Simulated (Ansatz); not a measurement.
## Phonons of MgTa3N (Ta3MgN antiperovskite)

The plan: relax MgTa3N (Ta3MgN antiperovskite), check its phonons, and, if the lattice is stable, compute its Eliashberg function and ρ(T).

Method: DFT PBE, scalar-relativistic, plane waves, PAW, in Ansatz 0.2.0.

This is a report of a sequence of runs, with most program output left out.

The structure was built from a prototype and need not be the compound's stable phase.

## Step 1: The starting structure

The structure is cubic, space group Pm-3m (No. 221). Conventional cell: a = 4.338 Å, b = 4.338 Å, c = 4.338 Å, α = 90.00°, β = 90.00°, γ = 90.00°. Nearest to Mg lie 12 Ta at 3.07 Å. Nearest to Ta lie 2 N at 2.17 Å. Nearest to N lie 6 Ta at 2.17 Å. Farther neighbours and most contacts between anions are not listed.

Coordinates:

```cif
data_structure
_symmetry_space_group_name_H-M 'Pm-3m'
_symmetry_Int_Tables_number 221
_cell_length_a 4.3384
_cell_length_b 4.3384
_cell_length_c 4.3384
_cell_angle_alpha 90.000
_cell_angle_beta 90.000
_cell_angle_gamma 90.000
_cell_volume 81.66
loop_
_atom_site_label
_atom_site_type_symbol
_atom_site_symmetry_multiplicity
_atom_site_Wyckoff_symbol
_atom_site_fract_x
_atom_site_fract_y
_atom_site_fract_z
_atom_site_occupancy
Mg1 Mg 1 a 0.00000 0.00000 0.00000 1
Ta1 Ta 3 c 0.50000 0.50000 0.00000 1
N1 N 1 b 0.50000 0.50000 0.50000 1
```

## Step 2: Relaxing cell and atoms

The structure is brought to rest under this functional.

File input.yaml:

```yaml
crystal:
  lattice:
    - [4.33841, 0.0, 0.0]
    - [0.0, 4.33841, 0.0]
    - [0.0, 0.0, 4.33841]
  atoms:
    - { symbol: Mg, position: [0.0, 0.0, 0.0] }
    - { symbol: Ta, position: [0.5, 0.5, 0.0] }
    - { symbol: Ta, position: [0.5, 0.0, 0.5] }
    - { symbol: Ta, position: [0.0, 0.5, 0.5] }
    - { symbol: "N", position: [0.5, 0.5, 0.5] }
kpoints:
  mp_grid: { grid: [6, 6, 6] }
hamiltonian:
  xc: pbe
scf:
  occupations: { method: gaussian, width: 0.1 }
output:
  forces: true
  stress: true
  eigenvalues: true
relax:
  adjacent_minimum: "off"
  f_tol: 0.005
  max_steps: 80
  cell: { stress_tol: 0.05 }
```

Run with:

```sh
ansatz run input.yaml --threads 4 --pin off --max-ram 16384MiB --backend cpu --events-out ev --progress --plain --runs-dir out
```

It took 6.3 s on 4 threads of Arm Neoverse V1, shared host; peak memory 0.42 GiB.

Step by step:

```csv
step,energy less that of the first step (eV),largest force component (eV/Å),pressure (GPa),volume (Å³)
1,0.0000,0.0000,-5.62,81.66
2,-0.0078,0.0000,6.00,76.92
3,-0.0468,0.0000,-0.27,79.29
4,-0.0470,0.0000,-0.01,79.19
5*,-0.0448,0.0000,-0.05,79.19
6,-0.0449,0.0000,0.00,79.16
7*,-0.0449,0.0000,0.00,79.16
```

Relaxation steps marked * repeat the geometry before them on a plane-wave basis chosen anew for their cell, so energy and pressure can jump there.

Forces are held to the 48 operations that the run works with; a distortion that breaks them can't arise in this run.

```csv
"conventional cell, symmetrised",before,after,change
a (Å),4.338,4.294,-1.0 %
b (Å),4.338,4.294,-1.0 %
c (Å),4.338,4.294,-1.0 %
volume (Å³/atom),16.33,15.83,-3.1 %
```

The relaxed structure:

```cif
data_structure
_symmetry_space_group_name_H-M 'P 1'
_symmetry_Int_Tables_number 1
_cell_length_a 4.2938
_cell_length_b 4.2938
_cell_length_c 4.2938
_cell_angle_alpha 90.000
_cell_angle_beta 90.000
_cell_angle_gamma 90.000
_cell_volume 79.16
loop_
_atom_site_label
_atom_site_type_symbol
_atom_site_fract_x
_atom_site_fract_y
_atom_site_fract_z
_atom_site_occupancy
Mg1 Mg 0.00000 0.00000 0.00000 1
Ta2 Ta 0.50000 0.50000 0.00000 1
Ta3 Ta 0.50000 0.00000 0.50000 1
Ta4 Ta 0.00000 0.50000 0.50000 1
N5 N 0.50000 0.50000 0.50000 1
```

Numbers from this step:

```yaml
pressure: -1.20e-4 GPa
volume_per_atom: 15.83 Å³
metallic_on_mesh: yes
gap_on_the_k_mesh: 0 eV
```

The largest force is now zero by symmetry and the largest stress component 1.2e-4 GPa, small enough for phonons.

## Step 3: Phonons by linear response: q 2×2×2, k 4×4×4

Before any scattering is computed, the phonons show whether the structure is a minimum.

File input.yaml:

```yaml
crystal:
  lattice:
    - [4.2938037336, 0.0, 0.0]
    - [0.0, 4.2938037336, 0.0]
    - [0.0, 0.0, 4.2938037336]
  atoms:
    - { symbol: Mg, position: [0.0, 0.0, 0.0] }
    - { symbol: Ta, position: [0.5, 0.5, 0.0] }
    - { symbol: Ta, position: [0.5, 0.0, 0.5] }
    - { symbol: Ta, position: [0.0, 0.5, 0.5] }
    - { symbol: "N", position: [0.5, 0.5, 0.5] }
kpoints:
  mp_grid: { grid: [4, 4, 4] }
hamiltonian:
  xc: pbe
scf:
  occupations: { method: methfessel_paxton, width: 0.2 }
output:
  eigenvalues: true
phonons:
  method: dfpt
  qmesh: [2, 2, 2]
  temperatures: { t_max: 1000, t_step: 50 }
  qpath:
    path:
      - [[0.0, 0.0, 0.0], [0.0, 0.5, 0.0], [0.5, 0.5, 0.0], [0.0, 0.0, 0.0], [0.5, 0.5, 0.5], [0.0, 0.5, 0.0]]
      - [[0.5, 0.5, 0.5], [0.5, 0.5, 0.0]]
    npoints: 10
```

It took 52 s on 4 threads; peak memory 0.59 GiB.

This step gave:

| Property | Result |
| --- | --- |
| share of imaginary modes in the plain interpolation between solved wavevectors | 0.1391 |
| highest frequency, solved or plainly interpolated | 585 cm⁻¹ |

Solved on the 2×2×2 mesh alone; all other wavevectors are interpolated. Phonon branches along the path, in cm⁻¹:

```csv
point,branch 1,branch 2,branch 3,branch 4,branch 12,branch 13,branch 14,branch 15
Γ,0,0,0,95,273,585,585,585
halfway,-25,-25,32,73,271,532,581,581
X,-81,-46,-36,-36,270,468,578,578
halfway,-85,-43,-42,39,270,501,557,562
M,-100,-65,-48,40,270,533,533,546
halfway,-37,-34,25,59,270,544,545,572
Γ,0,0,0,95,273,585,585,585
halfway,26,26,54,61,271,543,543,543
R,-20,-20,-20,74,273,502,502,502
halfway,-45,-27,6,39,271,509,541,542
X,-81,-46,-36,-36,270,468,578,578
jump to R,-20,-20,-20,74,273,502,502,502
halfway,-48,-46,32,32,272,518,518,526
M,-100,-65,-48,40,270,533,533,546
```

Lowest modes at the softest wavevector of the mesh. The modes at q = (0.000, 0.500, 0.500) (shares of kinetic energy by element, %) (negative means imaginary):

```csv
mode,frequency (cm⁻¹),Mg %,Ta %,N %
1,-100.3,0,100,0
2,-65.0,0,100,0
3,-48.4,0,91,9
4,39.9,0,100,0
5,39.9,0,100,0
6,83.9,3,97,0
```

Displacements in mode 1 (-100.3 cm⁻¹), the largest set to 1, in the home cell:
```
Mg1 0.00 0.00 0.00
Ta2 0.00 1.00 0.00
Ta3 0.00 0.00 1.00
Ta4 0.00 0.00 0.00
N5  0.00 0.00 0.00
```

Displacements in mode 6 (83.9 cm⁻¹), the largest set to 1, in the home cell:
```
Mg1  0.00 -0.01 -0.46
Ta2  0.00  0.00  0.00
Ta3  0.00  0.00  0.00
Ta4  0.00 -1.00 -0.03
N5   0.00  0.08  0.00
```

Among the solved wavevectors the lowest mode, translations apart, is -100 cm⁻¹, imaginary.

## Step 4: Lattice stability: q 2×2×2, k 6×6×6

An imaginary mode on so few k-points may come from the sampling, so the phonons are repeated with another k mesh.

Changes to input.yaml since step 3:

```diff
@@ -12,3 +12,3 @@
 kpoints:
-  mp_grid: { grid: [4, 4, 4] }
+  mp_grid: { grid: [6, 6, 6] }
 hamiltonian:
```

The mesh is denser.

Run time: 1.8 min. Hardware: 4 threads; peak memory 0.79 GiB.

Numbers from this step:

| Quantity | Value |
| --- | --- |
| share of imaginary modes in the plain interpolation between solved wavevectors | 0.071 |
| highest frequency, solved or plainly interpolated | 592.8 cm⁻¹ |

Solved on the 2×2×2 mesh alone; all other wavevectors are interpolated. The phonon branches at the labelled points (cm⁻¹):

```csv
point,branch 1,branch 2,branch 3,branch 4,branch 12,branch 13,branch 14,branch 15
Γ,0,0,0,104,275,593,593,593
halfway,-13,-13,52,85,274,554,589,589
X,-55,-14,-14,34,274,510,584,584
halfway,-52,-24,10,65,273,538,575,584
M,-62,-58,-29,68,273,565,565,584
halfway,-19,36,50,76,274,564,565,586
Γ,0,0,0,104,275,593,593,593
halfway,43,43,69,75,274,564,564,564
R,-27,-27,-27,76,274,510,510,510
halfway,-13,32,39,66,274,538,562,563
X,-55,-14,-14,34,274,510,584,584
jump to R,-27,-27,-27,76,274,510,510,510
halfway,-48,36,45,45,273,538,538,550
M,-62,-58,-29,68,273,565,565,584
```

Lowest modes at the softest wavevector of the mesh. The modes at q = (0.500, 0.500, 0.000) (shares of kinetic energy by element, %) (negative means imaginary):

```csv
mode,frequency (cm⁻¹),Mg %,Ta %,N %
1,-61.8,0,100,0
2,-58.0,0,100,0
3,-29.3,0,92,8
4,68.5,0,100,0
5,68.5,0,100,0
6,87.0,3,97,0
```

Displacements in mode 1 (-61.8 cm⁻¹), the largest set to 1, in the home cell:
```
Mg1  0.00  0.00  0.00
Ta2  0.00  0.00  0.00
Ta3 -1.00  0.00  0.00
Ta4  0.00  1.00  0.00
N5   0.00  0.00  0.00
```

Displacements in mode 6 (87.0 cm⁻¹), the largest set to 1, in the home cell:
```
Mg1 -0.01 -0.46  0.00
Ta2 -1.00 -0.02  0.00
Ta3  0.00  0.00  0.00
Ta4  0.00  0.00  0.00
N5   0.12  0.00  0.00
```

The modes has structure finer than the step of the table below, so its rows give means over 20 cm⁻¹, whole bins alone (the curve runs from -70.5 to 621 cm⁻¹). Peaks (cm⁻¹: height): Mg 272.9: 0.229; N 581.5: 0.0642; Ta -22.7: 0.0240, 81.6: 0.105.

Phonopy on the run's constants, 13x13x13 mesh, Gaussian sigma 4.9 cm⁻¹. Modes against wavenumber; means over each step; values in 1/cm⁻¹/cell:

```csv
wavenumber (cm⁻¹),Mg,N,Ta
-60,9.0e-6,2.7e-6,0.00735
-40,6.0e-5,7.8e-5,0.0188
-20,1.7e-4,6.1e-4,0.0219
0,1.5e-4,3.9e-4,0.0111
20,4.6e-4,7.9e-4,0.0290
40,7.3e-4,5.2e-4,0.0495
60,5.8e-4,7.5e-4,0.0672
80,0.00106,0.00170,0.0970
100,1.9e-4,0.00150,0.0656
120,3.3e-5,6.0e-4,0.0324
140,2.9e-5,3.6e-4,0.0141
160,8.0e-6,2.7e-4,0.0142
180,0,1.2e-4,0.00881
200,0,1.9e-5,0.00173
220,0,0,2.6e-5
240,1.6e-6,0,0
260,0.0441,5.4e-5,9.5e-4
280,0.102,1.3e-4,0.00256
300,1.5e-4,7.5e-8,4.3e-6
320,0,0,0
340,0,0,0
360,0,0,0
380,0,0,0
400,0,0,0
420,0,0,0
440,0,0,0
460,0,0,0
480,0,0,0
500,0,5.3e-4,3.5e-6
520,7.3e-6,0.00930,1.1e-4
540,5.1e-5,0.0298,6.1e-4
560,8.2e-5,0.0436,0.00188
580,7.6e-5,0.0530,0.00447
600,1.4e-5,0.00588,5.8e-4
```

No LO-TO term; unit eigenvectors of the mass-weighted matrix. Modes at Γ, with each element's share of the kinetic energy:

```csv
mode,frequency (cm⁻¹),symmetry,Mg %,Ta %,N %
1,0.0,T1u,4,93,2
2,0.0,T1u,4,93,2
3,0.0,T1u,4,93,2
4,103.7,T1u,0,93,7
5,103.7,T1u,0,93,7
6,103.7,T1u,0,93,7
7,132.8,T2u,0,100,0
8,132.8,T2u,0,100,0
9,132.8,T2u,0,100,0
10,275.1,T1u,95,5,0
11,275.1,T1u,95,5,0
12,275.1,T1u,95,5,0
13,592.8,T1u,0,9,90
14,592.8,T1u,0,9,90
15,592.8,T1u,0,9,90
```

Displacements in mode 5 (103.7 cm⁻¹), the largest set to 1:
```
Mg1  0.00  0.02 -0.07
Ta2  0.00  0.12  0.79
Ta3  0.00 -0.22 -0.43
Ta4  0.00  0.12 -0.43
N5   0.00 -0.27  1.00
```

Displacements in mode 9 (132.8 cm⁻¹), the largest set to 1:
```
Mg1  0.00  0.00  0.00
Ta2 -0.06 -1.00  0.00
Ta3  0.06  0.00  0.47
Ta4  0.00  1.00 -0.47
N5   0.00  0.00  0.00
```

Among the solved wavevectors the lowest mode, translations apart, is -61.8 cm⁻¹, imaginary.

## Step 5: Lattice stability: Fermi–Dirac smearing of 0.3 eV

The phonons are repeated on the same meshes with a wide Fermi–Dirac smearing, to see whether the soft mode comes from sharp features of the Fermi surface.

Changes to input.yaml since step 4:

```diff
@@ -16,3 +16,3 @@
 scf:
-  occupations: { method: methfessel_paxton, width: 0.2 }
+  occupations: { method: fermi_dirac, width: 0.3 }
 output:
```

Elapsed: 2 min, on 4 threads; peak memory 0.81 GiB.

This step gave:

| Property | Result |
| --- | --- |
| share of imaginary modes in the plain interpolation between solved wavevectors | 0.004 |
| highest frequency, solved or plainly interpolated | 596.9 cm⁻¹ |

Solved on the 2×2×2 mesh alone; all other wavevectors are interpolated. The phonon branches at the labelled points (cm⁻¹):

```csv
point,branch 1,branch 2,branch 3,branch 4,branch 12,branch 13,branch 14,branch 15
Γ,0,0,0,103,275,585,585,585
halfway,36,36,68,99,275,587,587,587
X,64,64,85,85,276,588,588,589
halfway,39,63,89,92,276,587,592,593
M,-32,65,93,93,276,586,597,597
halfway,40,47,92,97,276,587,589,590
Γ,0,0,0,103,275,585,585,585
halfway,53,53,85,108,277,590,590,590
R,42,42,42,115,278,589,589,589
halfway,48,58,75,103,278,590,590,593
X,64,64,85,85,276,588,588,589
jump to R,42,42,42,115,278,589,589,589
halfway,19,64,64,107,277,587,593,593
M,-32,65,93,93,276,586,597,597
```

Lowest modes at the softest wavevector of the mesh. The modes at q = (0.500, 0.000, 0.500) (shares of kinetic energy by element, %) (negative means imaginary):

```csv
mode,frequency (cm⁻¹),Mg %,Ta %,N %
1,-31.8,0,100,0
2,65.3,0,92,8
3,92.8,3,97,0
4,92.8,3,97,0
5,92.9,0,100,0
6,92.9,0,100,0
```

Displacements in mode 1 (-31.8 cm⁻¹), the largest set to 1, in the home cell:
```
Mg1  0.00  0.00  0.00
Ta2 -1.00  0.00  0.00
Ta3  0.00  0.00  0.00
Ta4  0.00  0.00  1.00
N5   0.00  0.00  0.00
```

Displacements in mode 3 (92.8 cm⁻¹), the largest set to 1, in the home cell:
```
Mg1 -0.51  0.00  0.00
Ta2  0.00  0.00  0.00
Ta3  0.00  0.00 -1.00
Ta4  0.00  0.00  0.00
N5   0.00  0.00  0.04
```

Among the solved wavevectors the lowest mode, translations apart, is -31.8 cm⁻¹, imaginary.

## Step 6: Summary of results

```yaml
phonon_run_of_the_rows_without_a_label_of_their_own: PBE, q 2×2×2, k 6×6×6
softest_mode_on_the_q_mesh: -61.8 cm⁻¹ at q = (0.5, 0.5, 0)
highest_frequency_solved_or_plainly_interpolated: 593 cm⁻¹
```

What this shows: The lattice is dynamically unstable at this level: a mode at q = (0.5, 0.5, 0) is imaginary, 61.8i cm⁻¹, so no harmonic coupling constant or resistivity is defined for this structure. These meshes are coarse, and single modes of a metal can move by tens of cm⁻¹ with the k mesh. Spin–orbit coupling, left out here, matters for Ta. The phonon runs are not spin-polarised. The structure was built by hand as an ordered model, and its stability against other phases was not tested.

[Logs are printed without paths, hosts, clocks, repeated set-up lines and the standing remarks that a program may print on its own settings, such as how far it seeks lower states.]

[Hosts, paths, dates, database ids (printed as entryN), source tags and the programs' standing remarks are cut or masked in the printed files.]
